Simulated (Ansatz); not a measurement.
# Ge wire along [100], 25 atoms a period, H-terminated: bands by functional, part 2 of 2

What gap, if any, does the Ge wire along [100], 25 atoms a period, H-terminated have, and how does it change with the functional?

Ansatz 0.2.0; DFT PBE, plane waves, PAW; relaxation of a wire's period; PAW set soft_1 (the session's first sound run).

So far. Step 2 (The relaxed wire): The cell's length comes to 5.743 Å with spin left out.

**3. Bands of the perfect wire**

This step: DFT PBE, plane waves, PAW; bands of a perfect wire; PAW set soft_1 (Ansatz 0.2.0).

At the relaxed period the bands are computed along the axis; those that cross an energy going forward count the channels that a perfect wire would open there.

File input.yaml:

```yaml
crystal:
  lattice:
    - [20.121, 0.0, 0.0]
    - [0.0, 20.121, 0.0]
    - [0.0, 0.0, 5.7426615579]
  atoms:
    - { symbol: Ge, position: [0.28735217, 0.570021795, 0.003477307] }
    - { symbol: Ge, position: [0.428706914, 0.428706914, 0.999367266] }
    - { symbol: Ge, position: [0.429994747, 0.712664372, 0.003477307] }
    - { symbol: Ge, position: [0.570021795, 0.28735217, 0.003477307] }
    - { symbol: Ge, position: [0.571309628, 0.571309628, 0.999367266] }
    - { symbol: Ge, position: [0.712664372, 0.429994747, 0.003477307] }
    - { symbol: H, position: [0.171211079, 0.455837347, 0.097008435] }
    - { symbol: H, position: [0.314075874, 0.314075874, 0.097789317] }
    - { symbol: H, position: [0.455837347, 0.171211079, 0.097008435] }
    - { symbol: H, position: [0.544179195, 0.828805463, 0.097008435] }
    - { symbol: H, position: [0.685940667, 0.685940667, 0.097789317] }
    - { symbol: H, position: [0.828805463, 0.544179195, 0.097008435] }
    - { symbol: Ge, position: [0.216639019, 0.500008271, 0.25] }
    - { symbol: Ge, position: [0.35872789, 0.35872789, 0.254526506] }
    - { symbol: Ge, position: [0.35872789, 0.641288652, 0.245473494] }
    - { symbol: Ge, position: [0.500008271, 0.216639019, 0.25] }
    - { symbol: Ge, position: [0.500008271, 0.500008271, 0.25] }
    - { symbol: Ge, position: [0.500008271, 0.783377523, 0.25] }
    - { symbol: Ge, position: [0.641288652, 0.35872789, 0.245473494] }
    - { symbol: Ge, position: [0.641288652, 0.641288652, 0.254526506] }
    - { symbol: Ge, position: [0.783377523, 0.500008271, 0.25] }
    - { symbol: H, position: [0.171211079, 0.544179195, 0.402991565] }
    - { symbol: H, position: [0.314075874, 0.685940667, 0.402210683] }
    - { symbol: H, position: [0.455837347, 0.828805463, 0.402991565] }
    - { symbol: H, position: [0.544179195, 0.171211079, 0.402991565] }
    - { symbol: H, position: [0.685940667, 0.314075874, 0.402210683] }
    - { symbol: H, position: [0.828805463, 0.455837347, 0.402991565] }
    - { symbol: Ge, position: [0.28735217, 0.429994747, 0.496522693] }
    - { symbol: Ge, position: [0.429994747, 0.28735217, 0.496522693] }
    - { symbol: Ge, position: [0.428706914, 0.571309628, 0.500632734] }
    - { symbol: Ge, position: [0.571309628, 0.428706914, 0.500632734] }
    - { symbol: Ge, position: [0.570021795, 0.712664372, 0.496522693] }
    - { symbol: Ge, position: [0.712664372, 0.570021795, 0.496522693] }
    - { symbol: H, position: [0.243201091, 0.384907197, 0.653289176] }
    - { symbol: H, position: [0.384907197, 0.243201091, 0.653289176] }
    - { symbol: H, position: [0.615109345, 0.75681545, 0.653289176] }
    - { symbol: H, position: [0.75681545, 0.615109345, 0.653289176] }
    - { symbol: Ge, position: [0.357528732, 0.500008271, 0.75] }
    - { symbol: Ge, position: [0.500008271, 0.357528732, 0.75] }
    - { symbol: Ge, position: [0.500008271, 0.642487809, 0.75] }
    - { symbol: Ge, position: [0.642487809, 0.500008271, 0.75] }
    - { symbol: H, position: [0.243201091, 0.615109345, 0.846710824] }
    - { symbol: H, position: [0.384907197, 0.75681545, 0.846710824] }
    - { symbol: H, position: [0.615109345, 0.243201091, 0.846710824] }
    - { symbol: H, position: [0.75681545, 0.384907197, 0.846710824] }
kpoints:
  mp_grid: { grid: [1, 1, 14] }
  band_path: { path: ["Γ", Z], npoints: 90 }
scf:
  occupations: { method: fermi_dirac, width: 0.05 }
hamiltonian:
  xc: pbe
  pseudopotentials: { kind: paw, azcp: { folder: soft_1 } }
output:
  dos: { e_range: [-5, 4] }
  write_potential: true
  write_density: true
  volumetric_format: npy
```

Started as:

```console
ansatz run input.yaml --threads 4 --pin off --max-ram 16384MiB --backend cpu --events-out ev --progress --plain --runs-dir out
```

Numbers of over 12 decimals in the logs are rounded to 6 here.

Log:

```text
[...]
Crystal: 45 atoms, lattice volume = 2324.943 Å³
Basis set: ecut = 420 eV, 45499 PW (Γ)
Bands: 230, of which v1, the nominal top of the filled ones, is band 185 counted from 1 (184 counted from 0)
Symmetry: 8 space group operations
[...]
k-points: 8 of 14
[...]
SCF iter   1: F=—  HF=-107692.768765 eV  |F-HF|=—  |Δ(HF+E_count)|=         —  Δρ=3.13e-2  dr2=1.90e1  ethr=3.10e-3  ⟨swp⟩=7.0  Hψ=7488  notcnv=0  defer=16
[...]
SCF iter  10: F=-107687.660024 eV  HF=-107687.660024 eV  |F-HF|=1.31e-8  |Δ(HF+E_count)|=   2.56e-7  Δρ=1.02e-6  dr2=2.14e-8  ethr=2.70e-11  ⟨swp⟩=14.6  Hψ=9420  notcnv=0
SCF 1 converged in 10 iterations: F = -107687.660024 eV  dr2 = 2.14e-8
[...]
NSCF: frozen V_eff on 91 k-points
WARN: pass on a band path, mesh or list of k-points: the 91 k-points are solved 16 at a time at the most, because the 14.40 GiB of host memory that the pass is priced against does not hold them all with the solver's workspace as planned. The pass can take longer, above all where fewer k-points are solved at a time than the run has threads. As a rule a larger memory budget leaves room for more at once. The budget is what a run with no `--max-ram-frac` typed is planned for, 0.8 of the host's memory or its container's limit. More memory there lifts it, and so does a share over 0.88 that is typed (of such a share the budget is ten elevenths): [rest of the remark cut]
WARN: The output density's exchange-correlation potential varies sharply where the density is thin. Do not read a vacuum level from v_tot or v_xc, or from such a field of the output density. On a cell that repeats whose density bears no net charge and no dipole along the vacuum's axis use v_es (v_loc + v_h of the components); under efield.dipole_correction with no amplitude use v_es + v_field, which holds any externa [...]
SCF converged after 10 iterations
Free energy (F): -107687.660024 eV
[...]
Internal energy: -107687.660024 eV  (E = F + TS)
E sigma→0 (E₀):  -107687.660024 eV
Fermi energy:    -0.843685 eV
[...]
--- Band table (eV; the first three rows and the last of 8) ---
  k-point 0: bands = [... 181 lower, -2.3010, -2.1496, -2.1496, -2.1126, 0.5793, 0.5858, 0.6555, 0.6555, ... 41 higher]
  k-point 1: bands = [... 181 lower, -2.3416, -2.1614, -2.1614, -2.1149, 0.6330, 0.6445, 0.6600, 0.6600, ... 41 higher]
  k-point 2: bands = [... 181 lower, -2.4498, -2.1902, -2.1902, -2.1311, 0.6311, 0.6989, 0.6989, 0.7815, ... 41 higher]
  k-point 7: bands = [... 181 lower, -2.7094, -2.6249, -2.6249, -2.5930, 0.4051, 0.4646, 0.4646, 0.4871, ... 41 higher]
```

The job ended after 35 min (4 threads of Arm Neoverse V1, shared host; peak memory 12 GiB).

The column dr2 measures how far the density is from self-consistency, as an energy; F and HF (Harris–Foulkes) agree once it is small.

Numbers from this step:

- band gap: 2.518 eV

The electronic bands at the labelled points (eV, zero at the Fermi level; v1 is the highest filled band, c1 the lowest empty one):

| point | v4 | v3 | v2 | v1 | c1 | c2 | c3 | c4 |
| --- | --- | --- | --- | --- | --- | --- | --- | --- |
| Γ | -1.46 | -1.31 | -1.31 | -1.27 | 1.42 | 1.43 | 1.50 | 1.50 |
| halfway | -1.82 | -1.40 | -1.40 | -1.38 | 1.40 | 1.53 | 1.53 | 1.64 |
| Z | -1.87 | -1.78 | -1.78 | -1.75 | 1.25 | 1.31 | 1.31 | 1.33 |

The gap is 2.52 eV, with spin left out.

The path shows an indirect gap of 2.52 eV (valence top at Γ, conduction bottom at Z). The least direct gap is 2.69 eV.

**4. Levels at the same atoms, cutoff 500 eV, k-mesh 1×1×11**

This step: DFT r2SCAN, plane waves, PAW; bands of a perfect wire at the PBE geometry; PAW set soft_1 (Ansatz 0.2.0).

The atoms stay at the PBE geometry and the functional changes. r2SCAN also reads the kinetic-energy density; it often gives larger moments and wider gaps than PBE, at a higher cost. Against the first PBE run of this kind, the cutoff is 500 eV against 420 and the mesh along the wire has 11 points against 14.

Changes to input.yaml since step 3:

```diff
@@ -52,3 +52,3 @@
 kpoints:
-  mp_grid: { grid: [1, 1, 14] }
+  mp_grid: { grid: [1, 1, 11] }
   band_path: { path: ["Γ", Z], npoints: 90 }
@@ -57,8 +57,3 @@
 hamiltonian:
-  xc: pbe
+  xc: r2scan
   pseudopotentials: { kind: paw, azcp: { folder: soft_1 } }
-output:
-  dos: { e_range: [-5, 4] }
-  write_potential: true
-  write_density: true
-  volumetric_format: npy
```

Log:

```text
[...]
Crystal: 45 atoms, lattice volume = 2324.943 Å³
Basis set: ecut = 500 eV, 59017 PW (Γ), exchange–correlation on 600×600×180 points (64 copies of the dense FFT grid, shifted against one another)
Bands: 230, of which v1, the nominal top of the filled ones, is band 185 counted from 1 (184 counted from 0)
Symmetry: 8 space group operations
[...]
k-points: 6 of 11
[...]
SCF iter   1: F=—  HF=-107889.679408 eV  |F-HF|=—  |Δ(HF+E_count)|=         —  Δρ=3.06e-2  dr2=1.77e1  dr2_τ=1.51e-1  ethr=3.10e-3  ⟨swp⟩=7.0  Hψ=5636  notcnv=0  defer=13
[...]
SCF iter  10: F=-107887.055567 eV  HF=-107887.055567 eV  |F-HF|=8.30e-8  |Δ(HF+E_count)|=   5.98e-7  Δρ=1.14e-6  dr2=3.19e-8  dr2_τ=4.98e-10  ethr=2.70e-11  ⟨swp⟩=14.3  Hψ=6449  notcnv=0
SCF 1 converged in 10 iterations: F = -107887.055567 eV  dr2 = 3.19e-8
[...]
SCF converged after 10 iterations
Free energy (F): -107887.055567 eV
[...]
Internal energy: -107887.055567 eV  (E = F + TS)
E sigma→0 (E₀):  -107887.055567 eV
Fermi energy:    -0.878128 eV
[...]
--- Band table (eV; the first three rows and the last of 6) ---
  k-point 0: bands = [... 181 lower, -2.5205, -2.3512, -2.3512, -2.3131, 0.6661, 0.6846, 0.7361, 0.7361, ... 41 higher]
  k-point 1: bands = [... 181 lower, -2.5862, -2.3702, -2.3702, -2.3189, 0.7554, 0.7554, 0.7689, 0.7703, ... 41 higher]
  k-point 2: bands = [... 181 lower, -2.7519, -2.4124, -2.4124, -2.3588, 0.7760, 0.8473, 0.8473, 0.9250, ... 41 higher]
  k-point 5: bands = [... 181 lower, -2.9696, -2.7906, -2.7574, -2.7574, 0.5428, 0.6095, 0.6095, 0.6486, ... 41 higher]
```

Elapsed: 51 min, on 4 threads; peak memory 12 GiB; 3.3 h of CPU time.

This step gave:

| Property | Result |
| --- | --- |
| band gap | 2.854 eV |

Electronic bands along the path, in eV, zero at the Fermi level; v1 is the highest filled band, c1 the lowest empty one:

| point | v4 | v3 | v2 | v1 | c1 | c2 | c3 | c4 |
| --- | --- | --- | --- | --- | --- | --- | --- | --- |
| Γ | -1.64 | -1.47 | -1.47 | -1.44 | 1.54 | 1.56 | 1.61 | 1.61 |
| halfway | -2.01 | -1.57 | -1.57 | -1.56 | 1.58 | 1.71 | 1.71 | 1.80 |
| Z | -2.07 | -1.98 | -1.98 | -1.94 | 1.42 | 1.48 | 1.48 | 1.51 |

The gap is 2.85 eV, against 2.52 eV under PBE at the relaxed period.

**5. Results**

| Quantity | Value |
| --- | --- |
| cell length, PBE | 5.743 Å |
| gap, PBE | 2.52 eV |
| gap, r2SCAN | 2.85 eV |

**Reading.** Under PBE the cell's length is 5.74 Å, and a gap of 2.52 eV makes it a semiconductor. At the relaxed period the wire is gapped under every functional, from 2.52 eV (PBE) to 2.85 eV (r2SCAN). Weak screening in one dimension makes quasiparticle gaps larger than the semilocal gaps, as a rule.

[Logs are printed without paths, hosts, clocks, repeated set-up lines and the standing remarks that a program may print on its own settings, such as how far it seeks lower states.]

[Hosts, paths, dates, database ids (printed as entryN), source tags and the programs' standing remarks are cut or masked in the printed files.]
